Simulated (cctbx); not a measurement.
## Resonant diffraction in Tm3Be3TlGa2

Space group P-62m (no. 189), a = 6.8300 Å, b = 6.8300 Å, c = 4.2240 Å, α = 90.00°, β = 90.00°, γ = 120.00°.

| atom | mult. | x | y | z | Ueq (Å²) |
| --- | --- | --- | --- | --- | --- |
| Tl1 | 1 | 0 | 0 | 0 | 0.0139 |
| Tm1 | 3 | 0 | 0.5771 | 0 | 0.0099 |
| Ga1 | 2 | 2/3 | 1/3 | 1/2 | 0.0151 |
| Be1 | 3 | 0 | 0.2449 | 1/2 | 0.0275 |

This is a model crystal, built by substitution and not relaxed, with assumed displacement parameters.

Calculated with cctbx: free-atom f′ and f″ from the Sasaki tables, no fine structure; amplitudes in electrons.

How do |F(hkl)| and |F(−h−k−l)| change across the Tm L3 edge?

```text
E (eV)    f'(Tm)   f''           |F|0 3 1        |F|0 1 2        |F|0 0 1        |F|0 2 1
   8048   -8.52   4.18       46.4/  46.4      5.0/   5.0    173.7/ 173.7    187.0/ 187.0
   8398  -10.41   3.90       45.1/  45.1      5.9/   5.9    168.1/ 168.1    182.8/ 182.8
   8528  -12.00   3.81       44.0/  44.0      6.8/   6.8    163.4/ 163.4    179.3/ 179.3
   8588  -13.40   3.76       43.0/  43.0      7.7/   7.7    159.3/ 159.3    176.4/ 176.4
   8618  -14.86   3.74       42.0/  42.0      8.6/   8.6    155.0/ 155.0    173.4/ 173.4
   8633  -16.32   3.73       41.0/  41.0      9.6/   9.6    150.7/ 150.7    170.4/ 170.4
   8640  -17.61   3.73       40.1/  40.1     10.5/  10.5    146.9/ 146.9    167.7/ 167.7
   8644  -18.98   3.73       39.1/  39.1     11.5/  11.5    142.8/ 142.8    164.9/ 164.9
   8652  -19.59  10.57       40.0/  40.0     11.5/  11.5    144.9/ 144.9    165.5/ 165.5
   8656  -17.89  10.55       41.1/  41.1     10.3/  10.3    149.7/ 149.7    169.0/ 169.0
   8663  -16.43  10.52       42.1/  42.1      9.2/   9.2    153.9/ 153.9    171.9/ 171.9
   8678  -14.85  10.45       43.2/  43.2      8.1/   8.1    158.4/ 158.4    175.1/ 175.1
   8708  -13.31  10.33       44.2/  44.2      7.0/   7.0    162.8/ 162.8    178.1/ 178.1
   8798  -11.41  10.02       45.5/  45.5      5.6/   5.6    168.1/ 168.1    181.8/ 181.8
   9048   -9.70   9.54       46.7/  46.7      4.4/   4.4    172.9/ 172.9    184.8/ 184.8
```

The edge is at 8648 eV. f′ of Tm falls from -12.0 e at 8528 eV to -19.0 e at 4 eV below it, and f″ steps from 3.73 to 10.55 e across it. Over that approach |F| changes by -11 % (0 3 1), +69 % (0 1 2), -13 % (0 0 1) and -8 % (0 2 1): a reflection falls where Tm scatters in phase with the total and rises where it scatters against it; it hardly moves where the Tm term is small or cancels by symmetry or lies in quadrature to the total. The f″ term interferes with the normal scattering with opposite sign for the two Friedel mates. These reflections are centric, so their Friedel mates stay equal.

[Logs are printed without paths, hosts, clocks, repeated set-up lines and the standing remarks that a program may print on its own settings, such as how far it seeks lower states.]
